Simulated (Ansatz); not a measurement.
G0W0 rungs for Y2Ti2O7 (Fd-3m).

```cif
data_structure
_symmetry_space_group_name_H-M 'P 1'
_symmetry_Int_Tables_number 1
_cell_length_a 7.1408
_cell_length_b 7.1408
_cell_length_c 7.1408
_cell_angle_alpha 60.000
_cell_angle_beta 60.000
_cell_angle_gamma 60.000
_cell_volume 257.47
loop_
_atom_site_label
_atom_site_type_symbol
_atom_site_fract_x
_atom_site_fract_y
_atom_site_fract_z
_atom_site_occupancy
Y1 Y 0.12500 0.12500 0.12500 1
Y2 Y 0.62500 0.12500 0.12500 1
Y3 Y 0.12500 0.12500 0.62500 1
Y4 Y 0.12500 0.62500 0.12500 1
Ti5 Ti 0.62500 0.62500 0.62500 1
Ti6 Ti 0.12500 0.62500 0.62500 1
Ti7 Ti 0.62500 0.62500 0.12500 1
Ti8 Ti 0.62500 0.12500 0.62500 1
O9 O 0.54539 0.95461 0.95461 1
O10 O 0.70461 0.29539 0.70461 1
O11 O 0.95461 0.54539 0.54539 1
O12 O 0.29539 0.70461 0.29539 1
O13 O 0.95461 0.54539 0.95461 1
O14 O 0.70461 0.70461 0.29539 1
O15 O 0.54539 0.95461 0.54539 1
O16 O 0.29539 0.29539 0.70461 1
O17 O 0.70461 0.29539 0.29539 1
O18 O 0.95461 0.95461 0.54539 1
O19 O 0.29539 0.70461 0.70461 1
O20 O 0.54539 0.54539 0.95461 1
O21 O 0.00000 0.00000 0.00000 1
O22 O 0.25000 0.25000 0.25000 1
```

Geometry: measured cell, ions relaxed with r2SCAN. The runs that relaxed it are not among those shown.

Runs so far (Ansatz 0.2.0, start r2SCAN, hard PAW files, 4×4×4 mesh). Times are wall times on 1 × NVIDIA GB200 with 32 threads of Arm Neoverse V2, shared host, good to a factor of about two.

```tsv
bands summed	cutoff (eV)	gap on the mesh (eV)	time
856	120	4.622	33 s
1619	190	4.654	76 s
2975	290	4.691	3.5 min
```

Q: What should the next rung give, with 5301 bands and screening to 430 eV, and where is the limit?

The error falls about as one over the bands when the cutoff rises with them. A line through the two highest rungs given predicts 4.710 eV; the run gave 4.715 eV, close to it. The two highest rungs put the limit near 4.746 eV, the pair below near 4.735 eV; their difference is a rough measure of what is unsettled in bands and cutoff; the mesh is a separate error.

Gaps are over the mesh's points; an edge off the mesh would be missed. Limits: not at the basis limit; no spin-orbit coupling.

[Paths, hosts, dates, memory and timing lines, banners, echoed tables and standing remarks are left out of the program output.]

[Logs are printed without paths, hosts, clocks, repeated set-up lines and the standing remarks that a program may print on its own settings, such as how far it seeks lower states.]

[Runs of the session that timed out or met a known fault of the program may be left out.]

[Cells called generated may have been cut or substituted from an entry of the Crystallography Open Database or the Materials Project.]

[Hosts, paths, dates, database ids (printed as entryN), source tags and the programs' standing remarks are cut or masked in the printed files.]
